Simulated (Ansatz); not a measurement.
Rows from a G0W0 calculation on Si3N4 (Fd-3m) (Ansatz 0.2.0; G0W0 on PBE, plane waves, PAW; 4×4×4 mesh, 492 empty bands, screening to 150 eV), in eV. Spin-orbit coupling is left out.

| row | Σx | Σc | Vxc | Z |
| --- | --- | --- | --- | --- |
| A | -8.64 | -4.66 | -14.03 | 0.83 |
| B | -22.34 | 3.04 | -18.55 | 0.80 |
| C | -8.25 | -4.57 | -13.47 | 0.83 |
| D | -8.56 | -4.24 | -13.37 | 0.84 |
| E | -22.49 | 3.03 | -18.69 | 0.80 |
| F | -21.56 | 3.17 | -17.54 | 0.80 |

Question: Which rows are filled states and which are empty ones, and how can one tell?

Filled: B, E and F. Empty: A, C and D. The sign of Σc tells: for a filled state bare exchange, which holds its interaction with itself, lies below Vxc (Σx − Vxc is -3.8 eV or lower here) and screening gives part back as a positive Σc. For an empty state Σx lies above Vxc (+4.8 eV or more) and the Coulomb hole leaves Σc negative.

[Runs of the session that timed out or met a known fault of the program may be left out.]

[Cells called generated may have been cut or substituted from an entry of the Crystallography Open Database or the Materials Project.]

[Hosts, paths, dates, database ids (printed as entryN), source tags and the programs' standing remarks are cut or masked in the printed files.]
